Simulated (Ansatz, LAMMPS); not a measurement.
# Structural relaxation of ionic liquid triethylsulfonium TFSI- with water, from a frame at 300 K (120 atoms), part 2 of 3

Aim: bring ionic liquid triethylsulfonium TFSI- with water, from a frame at 300 K (120 atoms) to a nearby minimum of the energy and see what moves.

Ansatz 0.2.0; Kohn-Sham DFT, PBE+D4, PAW (set soft_2), plane waves.

The cell: 24 C, 9 S, 51 H, 3 N, 15 O and 18 F. The network of contacts between molecules at the start is that of the classical potential that made the cell. Only the Γ point is sampled, in a cell whose shortest periodic width is 11 Å.

So far. Step 3 (Single point at the start): Neighbours are counted within 1.34 Å (H-C), 1.21 Å (H-O), 1.85 Å (C-C), 1.62 Å (C-F), 2.21 Å (C-S), 1.93 Å (O-S), 1.98 Å (S-N).

**4. Cell and atoms relaxed**

The cell is relaxed with the atoms, since the starting lattice needn't suit this functional.

The input, input.yaml:

```yaml
crystal:
  lattice:
    - [10.61386, 0.0, 0.0]
    - [0.0, 10.61386, 0.0]
    - [0.0, 0.0, 10.61386]
  atoms:
    [... the 120 atom lines of step 3 ...]
kpoints:
  mp_grid: { grid: [1, 1, 1] }
hamiltonian:
  xc: pbe
  dispersion: d4
scf:
  occupations: { method: fixed }
output:
  forces: true
relax:
  f_tol: 0.05
  max_steps: 200
  cell: {}
```

Command:

```bash
$ ansatz run input.yaml --threads 4 --pin off --max-ram 8192MiB --backend cpu --events-out ev --progress --plain --runs-dir out
```

Numbers of over 12 decimals in the logs are rounded to 6 here.

The log of the run:

```text
[...]
Crystal: 120 atoms, lattice volume = 1195.694 Å³
Basis set: ecut = 420 eV, 23439 PW (Γ), exchange–correlation on 144×144×144 points (8 copies of the dense FFT grid, shifted against one another)
Bands: 336, of which v1, the nominal top of the filled ones, is band 216 counted from 1 (215 counted from 0)
Symmetry: 1 space group operations
[...]
k-points: 1
[...]
SCF iter   1: F=—  HF=-39150.994530 eV  |F-HF|=—  |Δ(HF+E_count)|=         —  Δρ=6.49e-3  dr2=6.27e-1  ethr=1.77e-3  ⟨swp⟩=5.0  Hψ=1115  notcnv=0  defer=118
[...]
SCF iter   3: F=—  HF=-39150.807268 eV  |F-HF|=—  |Δ(HF+E_count)|=   2.34e-3  Δρ=1.33e-3  dr2=2.62e-2  ethr=2.50e-5  ⟨swp⟩=3.0  Hψ=411  notcnv=0  defer=62
automatic band count: iteration 3 solves 280 bands in place of 336: the levels show a gap, and the empty bands left out lie too high to hold charge; the band table lists the bands solved (type scf.n_extra_bands for more)
SCF iter   4: F=—  HF=-39150.804932 eV  |F-HF|=—  |Δ(HF+E_count)|=   2.34e-3  Δρ=4.81e-4  dr2=3.31e-3  ethr=6.08e-6  ⟨swp⟩=2.0  Hψ=416  notcnv=0  defer=62
[...]
SCF iter  10: F=-39150.806110 eV  HF=-39150.806110 eV  |F-HF|=2.97e-8  |Δ(HF+E_count)|=   1.72e-7  Δρ=2.84e-6  dr2=8.43e-8  ethr=2.31e-11  ⟨swp⟩=5.0  Hψ=944  notcnv=0
SCF 1 converged in 10 iterations: F = -39150.806110 eV  dr2 = 8.43e-8
[...]
relax step   1: F+E_penalty+E_count = -39150.80611045 eV  Δ(F+E_penalty+E_count) = +0.000e0 eV  max|allowed force component| = 3.722e0 eV/Å  Δτ_max = 0.0000 Å  P = +2.800 GPa  Ω = 1195.694 Å³  (10 SCF iters, dr2 threshold 1.00e-7 eV, accepted)
[... from here on, the SCF cycles and remarks between the steps are left out ...]
relax step   2: F+E_penalty+E_count = -39155.71336507 eV  Δ(F+E_penalty+E_count) = -4.907e0 eV  max|allowed force component| = 2.449e0 eV/Å  Δτ_max = 0.2000 Å  P = -0.174 GPa  Ω = 1303.902 Å³  energy of the carried Pulay correction = -3.577e-1 eV  (9 SCF iters, dr2 threshold 1.20e-5 eV, accepted)
relax step   3: F+E_penalty+E_count = -39156.98663112 eV  Δ(F+E_penalty+E_count) = -1.273e0 eV  max|allowed force component| = 1.738e0 eV/Å  Δτ_max = 0.1941 Å  P = -0.359 GPa  Ω = 1283.839 Å³  energy of the carried Pulay correction = -2.937e-1 eV  (8 SCF iters, dr2 threshold 1.20e-5 eV, accepted)
relax step   4: F+E_penalty+E_count = -39157.63181814 eV  Δ(F+E_penalty+E_count) = -6.452e-1 eV  max|allowed force component| = 9.702e-1 eV/Å  Δτ_max = 0.2000 Å  P = -0.229 GPa  Ω = 1279.570 Å³  energy of the carried Pulay correction = -2.800e-1 eV  (8 SCF iters, dr2 threshold 1.20e-5 eV, accepted)
relax step   5: F+E_penalty+E_count = -39157.95250440 eV  Δ(F+E_penalty+E_count) = -3.207e-1 eV  max|allowed force component| = 5.049e-1 eV/Å  Δτ_max = 0.1903 Å  P = -0.387 GPa  Ω = 1277.905 Å³  energy of the carried Pulay correction = -2.746e-1 eV  (8 SCF iters, dr2 threshold 1.20e-5 eV, accepted)
relax step   6: F+E_penalty+E_count = -39158.07589042 eV  Δ(F+E_penalty+E_count) = -1.234e-1 eV  max|allowed force component| = 3.743e-1 eV/Å  Δτ_max = 0.2000 Å  P = -0.007 GPa  Ω = 1280.308 Å³  energy of the carried Pulay correction = -2.823e-1 eV  (8 SCF iters, dr2 threshold 1.20e-5 eV, accepted)
relax step   7: F+E_penalty+E_count = -39158.13987704 eV  Δ(F+E_penalty+E_count) = -6.399e-2 eV  max|allowed force component| = 2.702e-1 eV/Å  Δτ_max = 0.1296 Å  P = -0.072 GPa  Ω = 1282.353 Å³  energy of the carried Pulay correction = -2.889e-1 eV  (7 SCF iters, dr2 threshold 8.75e-6 eV, accepted)
relax step   8: F+E_penalty+E_count = -39158.19022857 eV  Δ(F+E_penalty+E_count) = -5.035e-2 eV  max|allowed force component| = 3.359e-1 eV/Å  Δτ_max = 0.0863 Å  P = -0.054 GPa  Ω = 1278.528 Å³  energy of the carried Pulay correction = -2.766e-1 eV  (7 SCF iters, dr2 threshold 4.56e-6 eV, accepted)
relax step   9: F+E_penalty+E_count = -39158.22251272 eV  Δ(F+E_penalty+E_count) = -3.228e-2 eV  max|allowed force component| = 3.833e-1 eV/Å  Δτ_max = 0.1540 Å  P = -0.287 GPa  Ω = 1278.404 Å³  energy of the carried Pulay correction = -2.762e-1 eV  (8 SCF iters, dr2 threshold 7.05e-6 eV, accepted)
relax step  10: F+E_penalty+E_count = -39158.25218914 eV  Δ(F+E_penalty+E_count) = -2.968e-2 eV  max|allowed force component| = 2.653e-1 eV/Å  Δτ_max = 0.0982 Å  P = -0.104 GPa  Ω = 1279.443 Å³  energy of the carried Pulay correction = -2.796e-1 eV  (7 SCF iters, dr2 threshold 9.18e-6 eV, accepted)
relax step  11: F+E_penalty+E_count = -39158.28725742 eV  Δ(F+E_penalty+E_count) = -3.507e-2 eV  max|allowed force component| = 2.184e-1 eV/Å  Δτ_max = 0.1245 Å  P = -0.143 GPa  Ω = 1276.946 Å³  energy of the carried Pulay correction = -2.715e-1 eV  (8 SCF iters, dr2 threshold 4.40e-6 eV, accepted)
relax step  12: F+E_penalty+E_count = -39158.29539286 eV  Δ(F+E_penalty+E_count) = -8.135e-3 eV  max|allowed force component| = 4.106e-1 eV/Å  Δτ_max = 0.0682 Å  P = +0.206 GPa  Ω = 1278.038 Å³  energy of the carried Pulay correction = -2.750e-1 eV  (7 SCF iters, dr2 threshold 2.98e-6 eV, accepted)
[...]
relax step  46: F+E_penalty+E_count = -39158.84744467 eV  Δ(F+E_penalty+E_count) = +2.520e-3 eV  max|allowed force component| = 2.894e-2 eV/Å  Δτ_max = 0.0531 Å  P = +0.001 GPa  Ω = 1339.949 Å³  energy of the carried Pulay correction = -2.304e-1 eV  (12 SCF iters, accepted)
relax step  47: F+E_penalty+E_count = -39158.84343595 eV  Δ(F+E_penalty+E_count) = +4.009e-3 eV  max|allowed force component| = 5.761e-2 eV/Å  Δτ_max = 0.1104 Å  P = -0.055 GPa  Ω = 1341.293 Å³  energy of the carried Pulay correction = -2.360e-1 eV  (12 SCF iters, accepted)
relax step  48: F+E_penalty+E_count = -39158.84565644 eV  Δ(F+E_penalty+E_count) = -2.220e-3 eV  max|allowed force component| = 5.284e-2 eV/Å  Δτ_max = 0.0380 Å  P = +0.010 GPa  Ω = 1341.187 Å³  energy of the carried Pulay correction = -2.355e-1 eV  (9 SCF iters, dr2 threshold 2.07e-7 eV, accepted)
relax step  49: F+E_penalty+E_count = -39158.84551254 eV  Δ(F+E_penalty+E_count) = +1.439e-4 eV  max|allowed force component| = 4.550e-2 eV/Å  Δτ_max = 0.0608 Å  P = -0.025 GPa  Ω = 1341.657 Å³  energy of the carried Pulay correction = -2.375e-1 eV  (9 SCF iters, dr2 threshold 1.75e-7 eV, accepted)
relax step  50: F+E_penalty+E_count = -39159.12511244 eV  Δ(F+E_penalty+E_count) = -2.796e-1 eV  max|allowed force component| = 4.462e-2 eV/Å  Δτ_max = 0.0000 Å  P = +0.102 GPa  Ω = 1341.657 Å³  stress off target by 2.35e-1 GPa  SCF on the basis re-selected at this cell (its energy is not comparable with the rows above)  (8 SCF iters)
relax step  51: F+E_penalty+E_count = -39159.07805743 eV  Δ(F+E_penalty+E_count) = +4.706e-2 eV  max|allowed force component| = 5.737e-2 eV/Å  Δτ_max = 0.0680 Å  P = -0.006 GPa  Ω = 1360.788 Å³  energy of the carried Pulay correction = -6.339e-2 eV  (10 SCF iters, dr2 threshold 1.38e-7 eV, accepted)
relax step  52: F+E_penalty+E_count = -39159.07372892 eV  Δ(F+E_penalty+E_count) = +4.329e-3 eV  max|allowed force component| = 4.351e-2 eV/Å  Δτ_max = 0.0355 Å  P = -0.041 GPa  Ω = 1363.245 Å³  energy of the carried Pulay correction = -7.216e-2 eV  (9 SCF iters, dr2 threshold 2.06e-7 eV, accepted)
relax step  53: F+E_penalty+E_count = -39159.07990331 eV  Δ(F+E_penalty+E_count) = -6.174e-3 eV  max|allowed force component| = 3.541e-2 eV/Å  Δτ_max = 0.0414 Å  P = -0.026 GPa  Ω = 1362.119 Å³  energy of the carried Pulay correction = -6.827e-2 eV  (10 SCF iters, dr2 threshold 9.97e-9 eV, accepted)
relax step  54: F+E_penalty+E_count = -39159.15201946 eV  Δ(F+E_penalty+E_count) = -7.212e-2 eV  max|allowed force component| = 3.544e-2 eV/Å  Δτ_max = 0.0000 Å  P = -0.008 GPa  Ω = 1362.119 Å³  stress off target by 7.51e-2 GPa  SCF on the basis re-selected at this cell (its energy is not comparable with the rows above)  (7 SCF iters)
relax step  55: F+E_penalty+E_count = -39159.15053400 eV  Δ(F+E_penalty+E_count) = +1.485e-3 eV  max|allowed force component| = 8.320e-2 eV/Å  Δτ_max = 0.0982 Å  P = -0.077 GPa  Ω = 1363.872 Å³  energy of the carried Pulay correction = -6.476e-3 eV  (11 SCF iters, dr2 threshold 1.41e-8 eV, accepted)
relax step  56: F+E_penalty+E_count = -39159.14346312 eV  Δ(F+E_penalty+E_count) = +7.071e-3 eV  max|allowed force component| = 1.108e-1 eV/Å  Δτ_max = 0.0634 Å  P = +0.041 GPa  Ω = 1366.073 Å³  energy of the carried Pulay correction = -1.371e-2 eV  (8 SCF iters, dr2 threshold 4.33e-7 eV, accepted)
relax step  57: F+E_penalty+E_count = -39159.14733664 eV  Δ(F+E_penalty+E_count) = -3.874e-3 eV  max|allowed force component| = 2.124e-2 eV/Å  Δτ_max = 0.0356 Å  P = -0.011 GPa  Ω = 1365.644 Å³  energy of the carried Pulay correction = -1.220e-2 eV  (7 SCF iters, dr2 threshold 7.67e-7 eV, accepted)
relax step  58: F+E_penalty+E_count = -39159.16393278 eV  Δ(F+E_penalty+E_count) = -1.660e-2 eV  max|allowed force component| = 2.115e-2 eV/Å  Δτ_max = 0.0000 Å  P = -0.005 GPa  Ω = 1365.644 Å³  stress off target by 4.09e-2 GPa  SCF on the basis re-selected at this cell (its energy is not comparable with the rows above)  (7 SCF iters)
[...]
SCF converged after 7 iterations
Free energy (F): -39159.163933 eV
[...]
Internal energy: -39159.163933 eV  (E = F + TS)
E sigma→0 (E₀):  -39159.163933 eV
Fermi energy:    -0.310648 eV
[...]
--- Forces (eV/Å), atoms counted from 1 ---
  atom   1  C     -0.00128323     0.00107202    -0.00087051
  atom   2  C      0.00419047    -0.00205425     0.00251493
  atom   3  S     -0.00103385    -0.00067592    -0.00079975
  atom   4  C     -0.00249615    -0.00453460     0.00271203
  atom   5  C      0.00193515     0.00042515    -0.00443810
  atom   6  C      0.00002242     0.00109453    -0.00165372
  atom   7  C      0.00004024     0.00087329    -0.00203144
  atom   8  H      0.00162876     0.00196977     0.00113493
  atom   9  H     -0.00000663     0.00121818    -0.00102055
  atom  10  H     -0.00077617    -0.00059260     0.00093475
  atom  11  H      0.00009245     0.00153607     0.00032608
  atom  12  H     -0.00030392    -0.00025456    -0.00003043
  atom  13  H      0.00037025     0.00008120    -0.00161594
  atom  14  H      0.00069318    -0.00094176    -0.00109997
[...]
atom 119  H      0.00237094    -0.00276023    -0.00091599
  atom 120  H     -0.00404196     0.00209013     0.00028362
  max |Σ_I F_I| component: 2.56e-5 eV/Å
--- Stress (GPa, compression-positive) ---
       -0.002655      -0.026045       0.013810
       -0.026045      -0.019535       0.003116
        0.013810       0.003116       0.008279
  P = ⅓ Tr σ = -0.0046 GPa (-0.046 kbar)
--- Relaxed structure (54 steps of the walk, 51 accepted, 4 SCFs on fresh bases) ---
  F+E_penalty+E_count = -39159.16393278 eV   max|allowed force component| = 2.115e-2 eV/Å   (the final SCF, on the basis selected at the relaxed cell)
  cell:  # Å, volume = 1365.6437 Å³
    - [11.182669, -0.409976, 0.279108]
    - [-0.409976, 10.954929, 0.116057]
    - [0.279108, 0.116057, 11.171365]
  atoms:
    - { symbol: C, position: [0.379512, 0.669488, 0.564358] }
    - { symbol: C, position: [0.243601, 0.649279, 0.577787] }
    - { symbol: S, position: [0.168873, 0.684710, 0.441486] }
    - { symbol: C, position: [0.013591, 0.685197, 0.499097] }
[...]
- { symbol: H, position: [0.134593, 0.204906, 0.707395] }
```

It took 9.9 min on 4 threads of Arm Neoverse V2, shared host; peak memory 1.5 GiB.

Relaxation path (22 of 58):

| step | energy less that of the first step (eV) | largest force component (eV/Å) | pressure (GPa) | volume (Å³) |
| --- | --- | --- | --- | --- |
| 1 | 0.0000 | 3.7221 | 2.80 | 1195.69 |
| 4 | -6.8257 | 0.9702 | -0.23 | 1279.57 |
| 6 | -7.2698 | 0.3743 | -0.01 | 1280.31 |
| 9 | -7.4164 | 0.3833 | -0.29 | 1278.40 |
| 12 | -7.4893 | 0.4106 | 0.21 | 1278.04 |
| 15 | -7.5300 | 0.3272 | 0.15 | 1277.86 |
| 17 | -7.5737 | 0.0598 | -0.02 | 1276.85 |
| 20 | -7.6243 | 0.1932 | -0.16 | 1277.79 |
| 23 | -7.6661 | 0.1112 | -0.04 | 1277.49 |
| 25 | -7.6731 | 0.2039 | 0.03 | 1278.56 |
| 28 | -7.7074 | 0.2390 | -0.10 | 1278.00 |
| 31 | -7.7270 | 0.0699 | 0.04 | 1277.04 |
| 34 | -7.7273 | 0.0443 | -0.02 | 1279.97 |
| 36 | -7.9741 | 0.2067 | -0.05 | 1344.40 |
| 39 | -8.0588 | 0.1349 | 0.01 | 1330.75 |
| 42 | -8.0476 | 0.0390 | -0.04 | 1336.29 |
| 44 | -8.0442 | 0.0445 | -0.03 | 1338.36 |
| 47 | -8.0373 | 0.0576 | -0.06 | 1341.29 |
| 50* | -8.3190 | 0.0446 | 0.10 | 1341.66 |
| 53 | -8.2738 | 0.0354 | -0.03 | 1362.12 |
| 55 | -8.3444 | 0.0832 | -0.08 | 1363.87 |
| 58* | -8.3578 | 0.0212 | 0.00 | 1365.64 |

Relaxation steps marked * repeat the geometry before them on a plane-wave basis chosen anew for their cell, so energy and pressure can jump there. Other such steps can lie between the rows shown. Relaxation steps 15, 25, 38 were tried and not accepted.

| cell as run | before | after | change |
| --- | --- | --- | --- |
| a (Å) | 10.614 | 11.194 | +5.5 % |
| b (Å) | 10.614 | 10.963 | +3.3 % |
| c (Å) | 10.614 | 11.175 | +5.3 % |
| α (°) | 90.00 | 88.85 | -1.3 % |
| β (°) | 90.00 | 87.16 | -3.2 % |
| γ (°) | 90.00 | 94.23 | +4.7 % |
| volume (Å³/atom) | 9.96 | 11.38 | +14.2 % |

The atoms that moved most (Å, as changes of fractional coordinates times the final cell):

| atom | dx | dy | dz | length |
| --- | --- | --- | --- | --- |
| H16 | -0.745 | -1.591 | -1.112 | 2.080 |
| H15 | 0.523 | -1.988 | -0.271 | 2.074 |
| H14 | -0.904 | -1.463 | -1.089 | 2.035 |
| H19 | -1.877 | 0.339 | -0.570 | 1.991 |
| F81 | 0.197 | 1.910 | 0.264 | 1.938 |
| H9 | -0.788 | 1.167 | 1.243 | 1.878 |
| H18 | -1.297 | -0.570 | -1.202 | 1.858 |
| H13 | -1.418 | -0.497 | -0.961 | 1.783 |

The relaxation changed the energy by -69.6 meV/atom, and atoms moved by 0.93 Å r.m.s., 2.1 Å at most.

**5. Distances and neighbours after relaxation**

Bonds before and after, by the cutoffs listed below:

| pair | bonds before | bonds after | mean before (Å) | mean after (Å) | spread before (Å) | spread after (Å) |
| --- | --- | --- | --- | --- | --- | --- |
| H-C | 45 | 45 | 1.093 | 1.097 | 0.026 | 0.002 |
| H-O | 6 | 6 | 1.000 | 0.981 | 0.000 | 0.008 |
| C-C | 9 | 9 | 1.526 | 1.520 | 0.029 | 0.001 |
| C-F | 18 | 18 | 1.365 | 1.345 | 0.023 | 0.008 |
| C-S | 15 | 15 | 1.822 | 1.848 | 0.034 | 0.033 |
| O-S | 12 | 12 | 1.454 | 1.454 | 0.023 | 0.004 |
| S-N | 6 | 6 | 1.557 | 1.598 | 0.020 | 0.006 |

Density 1.52 g/cm³, 11.38 Å³ an atom.

g(r), total and by pair (bins of 0.2 Å):

| r (Å) | total | H-H | H-C | H-F | H-O | H-S | H-N |
| --- | --- | --- | --- | --- | --- | --- | --- |
| 0.90 | 0.48 | 0.00 | 0.00 | 0.00 | 4.48 | 0.00 | 0.00 |
| 1.10 | 2.93 | 0.00 | 17.25 | 0.00 | 0.00 | 0.00 | 0.00 |
| 1.30 | 0.76 | 0.00 | 0.00 | 0.00 | 0.00 | 0.00 | 0.00 |
| 1.50 | 0.93 | 0.54 | 0.00 | 0.00 | 0.00 | 0.00 | 0.00 |
| 1.70 | 0.97 | 4.78 | 0.00 | 0.00 | 0.45 | 0.00 | 0.00 |
| 1.90 | 0.37 | 0.00 | 0.00 | 0.00 | 0.38 | 0.00 | 0.00 |
| 2.10 | 1.01 | 0.18 | 3.98 | 0.00 | 0.17 | 0.00 | 0.00 |
| 2.30 | 0.53 | 0.85 | 0.27 | 0.10 | 0.78 | 3.64 | 0.00 |
| 2.50 | 0.99 | 3.23 | 0.00 | 0.46 | 1.28 | 0.20 | 0.58 |
| 2.70 | 1.04 | 1.27 | 0.41 | 0.88 | 0.58 | 0.17 | 0.00 |
| 2.90 | 1.04 | 0.85 | 1.51 | 0.56 | 0.94 | 1.35 | 0.00 |
| 3.10 | 1.07 | 1.52 | 0.79 | 1.17 | 1.10 | 1.60 | 0.75 |
| 3.30 | 0.83 | 0.46 | 0.94 | 0.93 | 0.93 | 0.34 | 1.30 |
| 3.50 | 0.83 | 0.95 | 0.94 | 0.97 | 0.58 | 0.48 | 0.29 |
| 3.70 | 1.03 | 0.67 | 1.23 | 1.03 | 1.04 | 2.00 | 0.00 |
| 3.90 | 1.00 | 1.41 | 0.94 | 0.51 | 1.12 | 0.76 | 0.23 |
| 4.10 | 0.87 | 0.67 | 0.82 | 1.09 | 1.10 | 0.85 | 1.68 |
| 4.30 | 0.99 | 1.20 | 1.15 | 0.89 | 1.20 | 0.58 | 1.36 |
| 4.50 | 1.01 | 0.86 | 1.30 | 1.16 | 0.79 | 0.88 | 1.03 |
| 4.70 | 1.10 | 1.09 | 0.99 | 1.40 | 1.15 | 1.44 | 1.13 |
| 4.90 | 1.03 | 1.13 | 1.27 | 1.04 | 0.91 | 0.89 | 0.89 |
| 5.10 | 1.07 | 0.84 | 0.95 | 1.25 | 1.01 | 0.96 | 1.64 |
| 5.30 | 0.99 | 1.02 | 1.00 | 1.22 | 1.06 | 1.01 | 0.76 |

Bonds by pair of elements; cutoffs follow the first minimum of g(r), held within bounds set by covalent radii, and pairs that aren't listed don't count as bonded:

| pair A-B | cutoff (Å) | bonds | mean length (Å) | spread (Å) | shortest (Å) | B about A | A about B |
| --- | --- | --- | --- | --- | --- | --- | --- |
| H-C | 1.34 | 45 | 1.10 | 0.002 | 1.09 | 0.882 | 1.88 |
| H-O | 1.21 | 6 | 0.981 | 0.008 | 0.973 | 0.118 | 0.4 |
| C-C | 1.85 | 9 | 1.52 | 0.001 | 1.52 | 0.75 | 0.75 |
| C-F | 1.62 | 18 | 1.34 | 0.008 | 1.33 | 0.75 | 1 |
| C-S | 2.21 | 15 | 1.85 | 0.033 | 1.82 | 0.625 | 1.67 |
| O-S | 1.88 | 12 | 1.45 | 0.004 | 1.45 | 0.8 | 1.33 |
| S-N | 2.02 | 6 | 1.60 | 0.006 | 1.59 | 0.667 | 2 |

How many atoms have how many bonded neighbours:

| element | mean | 1 | 2 | 3 | 4 |
| --- | --- | --- | --- | --- | --- |
| C | 4 | 0 | 0 | 0 | 24 |
| F | 1 | 18 | 0 | 0 | 0 |
| H | 1 | 51 | 0 | 0 | 0 |
| N | 2 | 0 | 3 | 0 | 0 |
| O | 1.2 | 12 | 3 | 0 | 0 |
| S | 3.67 | 0 | 0 | 3 | 6 |

Bond angles (no mean is given where the spread exceeds 20°):

| angle | count | mean (°) | spread (°) |
| --- | --- | --- | --- |
| C-C-H | 45 | 111 | 1.9 |
| H-C-H | 36 | 108 | 0.9 |
| F-C-F | 18 | 109 | 0.7 |
| F-C-S | 18 | 110 | 1.1 |
| H-C-S | 18 | 106 | 2 |

Bond length by coordination (bonds to H left out):

| element | coordination | atoms | mean bond length (Å) |
| --- | --- | --- | --- |
| O | 1 | 12 | 1.45 |
| S | 3 | 3 | 1.82 |
| S | 4 | 6 | 1.60 |

Counting bonds as in the table, all C atoms have 4, all F atoms have 1, all H atoms have 1 and all N atoms have 2 bonded neighbours. The C-C-H angle averages 111° with a spread of 1.9°.

(Part 2 of 3 ends here.)

[Logs are printed without paths, hosts, clocks, repeated set-up lines and the standing remarks that a program may print on its own settings, such as how far it seeks lower states.]

[Hosts, paths, dates, database ids (printed as entryN), source tags and the programs' standing remarks are cut or masked in the printed files.]
